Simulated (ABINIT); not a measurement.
# A GW chain in ABINIT: K2Pt (Fm-3m)

Aim: the G0W0 gap of K2Pt (Fm-3m) on PBEsol with spin-orbit coupling, step by step.

Program: ABINIT 10.8.3. Level of theory: PBEsol and many-body steps on it, plane waves. Values are calculated unless marked as measured.

Report form: inputs, costs, results and the conclusion, without the logs.

## Step 1: The structure

Symmetry: Fm-3m, No. 225, cubic system. Conventional cell: a = 7.563 Å, b = 7.563 Å, c = 7.563 Å, α = 90.00°, β = 90.00°, γ = 90.00°. Nearest to K lie 4 Pt at 3.27 Å. Nearest to Pt lie 8 K at 3.27 Å. Farther neighbours, and contacts between anions beyond the nearest, are not listed.

Structure file:

```cif
data_structure
_symmetry_space_group_name_H-M 'P 1'
_symmetry_Int_Tables_number 1
_cell_length_a 5.3478
_cell_length_b 5.3478
_cell_length_c 5.3478
_cell_angle_alpha 60.000
_cell_angle_beta 60.000
_cell_angle_gamma 60.000
_cell_volume 108.15
loop_
_atom_site_label
_atom_site_type_symbol
_atom_site_fract_x
_atom_site_fract_y
_atom_site_fract_z
_atom_site_occupancy
K1 K 0.75000 0.75000 0.75000 1
K2 K 0.25000 0.25000 0.25000 1
Pt3 Pt 0.00000 0.00000 0.00000 1
```

The cell and positions are those that the Materials Project relaxed with its own functionals (PBE, PBE+U or r2SCAN), kept fixed.

## Step 2: Ground state

This step: ABINIT 10.8.3; DFT, PBEsol with spin-orbit coupling, plane waves, norm-conserving pseudopotentials.

The ground-state density comes first.

File run.abi:

```
acell 3*1.0 Angstrom
rprim 
  -0.000000000000 3.781463140000 3.781463140000
  3.781463140000 -0.000000000000 3.781463140000
  3.781463140000 3.781463140000 -0.000000000000
ntypat 2
znucl 19 78
natom 3
typat 1 1 2
xred 
  0.750000000000 0.750000000000 0.750000000000
  0.250000000000 0.250000000000 0.250000000000
  0.000000000000 0.000000000000 0.000000000000
pp_dirpath "pseudos"
pseudos "K.upf, Pt.upf"
ecut 38
nspinor 2
ngkpt 4 4 4
nshiftk 1
shiftk 0 0 0
kptopt 1
chksymbreak 0
nband 46
occopt 1
tolvrs 1e-10
nstep 60
prtwf 0
optforces 0
optstress 0
indata_prefix "in"
outdata_prefix "out"
tmpdata_prefix "tmp"
```

Launch:

```sh
$ OMP_NUM_THREADS=1 mpirun -n 4 abinit run.abi > log
```

Run time: 2.8 min. Hardware: 4 MPI ranks of Arm Neoverse V1, shared host; peak memory 0.62 GiB; 11 min of CPU time.

This step gave:

- total energy: -5190.4118 eV
- gap: 0.9102 eV
- k of the valence top: 0.5, 0.5, 0
- k of the conduction bottom: 0.5, 0, 0
- least direct gap: 0.9927 eV

The gap is indirect, with the least direct gap 0.08 eV higher.

## Step 3: Bands along the symmetry lines

Levels along a band path, at the cheap level, show where the edges lie and whether the meshes to come will hold them.

File run.abi:

```
acell 3*1.0 Angstrom
rprim 
  -0.000000000000 3.781463140000 3.781463140000
  3.781463140000 -0.000000000000 3.781463140000
  3.781463140000 3.781463140000 -0.000000000000
ntypat 2
znucl 19 78
natom 3
typat 1 1 2
xred 
  0.750000000000 0.750000000000 0.750000000000
  0.250000000000 0.250000000000 0.250000000000
  0.000000000000 0.000000000000 0.000000000000
pp_dirpath "pseudos"
pseudos "K.upf, Pt.upf"
ecut 38
nspinor 2
iscf -2
irdden 1
kptopt 0
nkpt 26
kpt 
  0.00000000 0.00000000 0.00000000
  0.12500000 0.00000000 0.12500000
  0.25000000 0.00000000 0.25000000
  0.37500000 0.00000000 0.37500000
  0.50000000 0.00000000 0.50000000
  0.53125000 0.06250000 0.53125000
  0.56250000 0.12500000 0.56250000
  0.59375000 0.18750000 0.59375000
  0.62500000 0.25000000 0.62500000
  0.37500000 0.37500000 0.75000000
  0.28125000 0.28125000 0.56250000
  0.18750000 0.18750000 0.37500000
  0.09375000 0.09375000 0.18750000
  0.00000000 0.00000000 0.00000000
  0.12500000 0.12500000 0.12500000
  0.25000000 0.25000000 0.25000000
  0.37500000 0.37500000 0.37500000
  0.50000000 0.50000000 0.50000000
  0.50000000 0.43750000 0.56250000
  0.50000000 0.37500000 0.62500000
  0.50000000 0.31250000 0.68750000
  0.50000000 0.25000000 0.75000000
  0.50000000 0.18750000 0.68750000
  0.50000000 0.12500000 0.62500000
  0.50000000 0.06250000 0.56250000
  0.50000000 0.00000000 0.50000000
istwfk *1
nband 52
nbdbuf 6
tolwfr 1e-08
nstep 40
prtwf 0
prtvol 0
indata_prefix "in"
outdata_prefix "out"
tmpdata_prefix "tmp"
```

It took 5.6 min on 4 MPI ranks; peak memory 0.76 GiB.

Numbers from this step:

```yaml
gap: 0.9102 eV
k_of_the_valence_top: 0.5, 0, 0.5
k_of_the_conduction_bottom: 0.5, 0.5, 0.5
least_direct_gap: 0.9927 eV
```

The gap is 0.910 eV, as in the run before at this level.

Electronic bands along the path, in eV, zero at the top of the highest filled band:

```
    point  band 33  band 34  band 35  band 36  band 37  band 38  band 39  band 40
        Γ    -0.13    -0.13    -0.04    -0.04     2.71     2.71     3.26     3.26
  halfway    -0.14    -0.14    -0.05    -0.05     1.83     1.83     3.21     3.21
        X    -0.19    -0.19     0.00     0.00     1.13     1.13     3.36     3.36
  halfway    -0.19    -0.19    -0.02    -0.02     1.28     1.28     2.95     2.95
        U    -0.18    -0.18    -0.06    -0.06     1.66     1.66     2.33     2.33
jump to K    -0.18    -0.18    -0.06    -0.06     1.66     1.66     2.33     2.33
  halfway    -0.11    -0.11    -0.08    -0.08     1.77     1.77     3.02     3.02
        Γ    -0.13    -0.13    -0.04    -0.04     2.71     2.71     3.26     3.26
  halfway    -0.11    -0.11    -0.07    -0.07     1.85     1.85     3.19     3.19
        L    -0.08    -0.08    -0.08    -0.08     0.91     0.91     3.47     3.47
  halfway    -0.13    -0.13    -0.10    -0.10     1.39     1.39     2.80     2.80
        W    -0.12    -0.12    -0.11    -0.11     2.02     2.02     2.31     2.31
  halfway    -0.18    -0.18    -0.04    -0.04     1.42     1.42     2.94     2.94
        X    -0.19    -0.19     0.00     0.00     1.13     1.13     3.36     3.36
```

## Step 4: Empty states on the mesh, 2×2×2 mesh, 156 bands

The sums over transitions need many empty states on a uniform mesh; this step solves for them.

File run.abi:

```
acell 3*1.0 Angstrom
rprim 
  -0.000000000000 3.781463140000 3.781463140000
  3.781463140000 -0.000000000000 3.781463140000
  3.781463140000 3.781463140000 -0.000000000000
ntypat 2
znucl 19 78
natom 3
typat 1 1 2
xred 
  0.750000000000 0.750000000000 0.750000000000
  0.250000000000 0.250000000000 0.250000000000
  0.000000000000 0.000000000000 0.000000000000
pp_dirpath "pseudos"
pseudos "K.upf, Pt.upf"
ecut 38
nspinor 2
ngkpt 2 2 2
nshiftk 1
shiftk 0 0 0
kptopt 1
chksymbreak 0
iscf -2
irdden 1
istwfk *1
nband 156
nbdbuf 14
tolwfr 1e-09
nstep 60
prtvol 0
indata_prefix "in"
outdata_prefix "out"
tmpdata_prefix "tmp"
```

Run time: 4.4 min. Hardware: 4 MPI ranks; peak memory 0.54 GiB; 18 min of CPU time.

Read from the output:

```
gap                                                           : 0.9102 eV
k of the valence top                                          : 0.5, 0.5, 0
k of the conduction bottom                                    : 0.5, 0, 0
least direct gap                                              : 0.9927 eV
k points computed                                             : 3
lowest point of the top converged band, above the valence top : 29.94 eV
```

On this mesh the gap is 0.910 eV.

## Step 5: Screening, 2×2×2 mesh, 142 bands, screening to 98 eV

The RPA dielectric matrix is built and inverted for each q.

This step: RPA screening on PBEsol with spin-orbit coupling, plane waves, norm-conserving pseudopotentials.

run.abi: that of step 4 with these lines changed.

```diff
@@ -22,10 +22,11 @@
 chksymbreak 0
-iscf -2
-irdden 1
 istwfk *1
-nband 156
-nbdbuf 14
-tolwfr 1e-09
-nstep 60
-prtvol 0
+occopt 1
+irdwfk 1
+optdriver 3
+nband 142
+ecuteps 3.6
+inclvkb 0
+awtr 1
+symchi 1
 indata_prefix "in"
```

Run time: 32 s. Hardware: 4 MPI ranks; peak memory 2.1 GiB.

Numbers from this step:

```yaml
eps_infinity_with_local_fields_on_this_mesh: 11.32
eps_infinity_without_local_fields_on_this_mesh: 16.03
plasma_frequency: 21.42 eV
plane_waves_in_the_screening_matrix: 259
```

Local fields lower ε∞ by 29 %. On a Γ-centred mesh this coarse the value itself is usually too large, while a short band sum pulls it down.

## Step 6: Self-energy, 2×2×2 mesh, 142 bands, screening to 98 eV

The self-energy is evaluated for the states that the input lists, and the quasiparticle equation is solved.

This step: G0W0 on PBEsol with spin-orbit coupling, plane waves, norm-conserving pseudopotentials.

run.abi: that of step 5 with these lines changed.

```diff
@@ -25,8 +25,19 @@
 irdwfk 1
-optdriver 3
+optdriver 4
 nband 142
+gwcalctyp 0
+ecutsigx 38
+symsigma 0
+nkptgw 3
+kptgw 
+  0.5000000000 0.5000000000 0.0000000000
+  0.5000000000 0.0000000000 0.0000000000
+  0.0000000000 0.0000000000 0.0000000000
+bdgw 
+  33 40
+  33 40
+  31 42
 ecuteps 3.6
-inclvkb 0
-awtr 1
-symchi 1
+irdscr 1
+ppmodel 1
 indata_prefix "in"
```

Run time: 91 s. Hardware: 4 MPI ranks; peak memory 2.6 GiB; 6.1 min of CPU time.

Read from the output:

| Quantity | Value |
| --- | --- |
| G0W0 gap on the mesh | 1.349 eV |
| starting gap on the mesh | 0.9102 eV |
| k of the valence top | 0.5, 0.5, 0 |
| k of the conduction bottom | 0.5, 0, 0 |
| Z at the valence top | 0.767 |
| Z at the conduction bottom | 0.821 |
| least direct G0W0 gap on the computed points | 1.466 eV |

The gap on the mesh goes from 0.91 eV to 1.35 eV, a correction of +0.44 eV.

Limits: finite bands, cutoff and mesh; screening head approximate; d states lean on the start; coarse k mesh. v1 is the top filled band, c1 the lowest empty one. The levels before and after the correction (eV, zero at the valence-band top of each column):

```
           conduction bottom  valence top
Kohn-Sham               0.91         0.00
     G0W0               1.35         0.00
```

```
                       level  energy (eV)
Kohn-Sham     (0.5 0.5 0) v3       -0.190
Kohn-Sham  (0.5 0.5 0) v2-v1        0.000
Kohn-Sham  (0.5 0.5 0) c1-c2        1.130
Kohn-Sham     (0.5 0.5 0) c3        3.360
Kohn-Sham       (0.5 0 0) v3       -0.083
Kohn-Sham    (0.5 0 0) v2-v1       -0.082
Kohn-Sham    (0.5 0 0) c1-c2        0.910
Kohn-Sham       (0.5 0 0) c3        3.472
     G0W0     (0.5 0.5 0) v3       -0.251
     G0W0  (0.5 0.5 0) v2-v1        0.000
     G0W0  (0.5 0.5 0) c1-c2        1.840
     G0W0     (0.5 0.5 0) c3        3.766
     G0W0       (0.5 0 0) v3       -0.129
     G0W0    (0.5 0 0) v2-v1       -0.117
     G0W0    (0.5 0 0) c1-c2        1.349
     G0W0       (0.5 0 0) c3        4.548
```

## Step 7: Where the time went

Times are wall times on 4 MPI ranks of Arm Neoverse V1, shared host, good to a factor of about two.

```
                          step     time  share  memory (GiB)
                  ground state  2.8 min   19 %          0.62
bands along the symmetry lines  5.6 min   37 %          0.76
      empty states on the mesh  4.4 min   30 %          0.54
                     screening     32 s    4 %           2.1
                   self-energy     91 s   10 %           2.6
```

## Step 8: What came out

```yaml
pbesol_gap: 0.91 eV, indirect
g0w0_gap_on_the_mesh: 1.35 eV
gw_settings: 2×2×2 mesh, 142 bands, screening to 98 eV, Godby-Needs plasmon pole
known_limits: short of the basis limit; screening head approximate; d states lean on the start; coarse k mesh
```

In words: G0W0 moves the gap on the mesh from 0.91 eV to 1.35 eV (+0.44 eV), with Z of 0.77 and 0.82 at the edges. Local fields lower the RPA ε∞ on this mesh from 16.03 to 11.32; a Γ-centred mesh this coarse tends to raise both, most where the direct gap is narrow, while a short band sum lowers them. Bands and cutoff are finite, so the gap stands short of the basis limit, usually by up to a few tenths of an eV; the mesh is an error of its own. The 2×2×2 mesh is coarse for this cell, which bears on the long-range parts of exchange and screening. The long-wavelength limit of the screening leaves out the non-local commutator, which shifts ε∞. With d states at the gap, one-shot GW leans hard on its start.

[Long decimals in the printed logs are rounded to 6 places.]

[Logs are printed without paths, hosts, clocks, repeated set-up lines and the standing remarks that a program may print on its own settings, such as how far it seeks lower states.]

[Paths, hosts, dates, memory and timing lines, banners, echoed tables and standing remarks are left out of the program output; an Ansatz launch command may be rebuilt from the run's recorded settings. Measured values are a selection of at most five: reports struck by readers or far from the other reports are left out. None is set beside runs whose start may be inverted or whose files or cutoffs have a known fault.]

[Runs of the session that timed out or met a known fault of the program may be left out.]

[Hosts, paths, dates, database ids (printed as entryN), source tags and the programs' standing remarks are cut or masked in the printed files.]

[G0W0 gaps are taken among the corrected bands and points alone; a level outside them can change the order at an edge.]

[Where Ansatz stands beside ABINIT at settings called matched, ABINIT's density can come from a denser mesh and the files from another edition; pairs whose starting gaps differed by over 0.03 eV were left out, so agreement reads better than it is.]
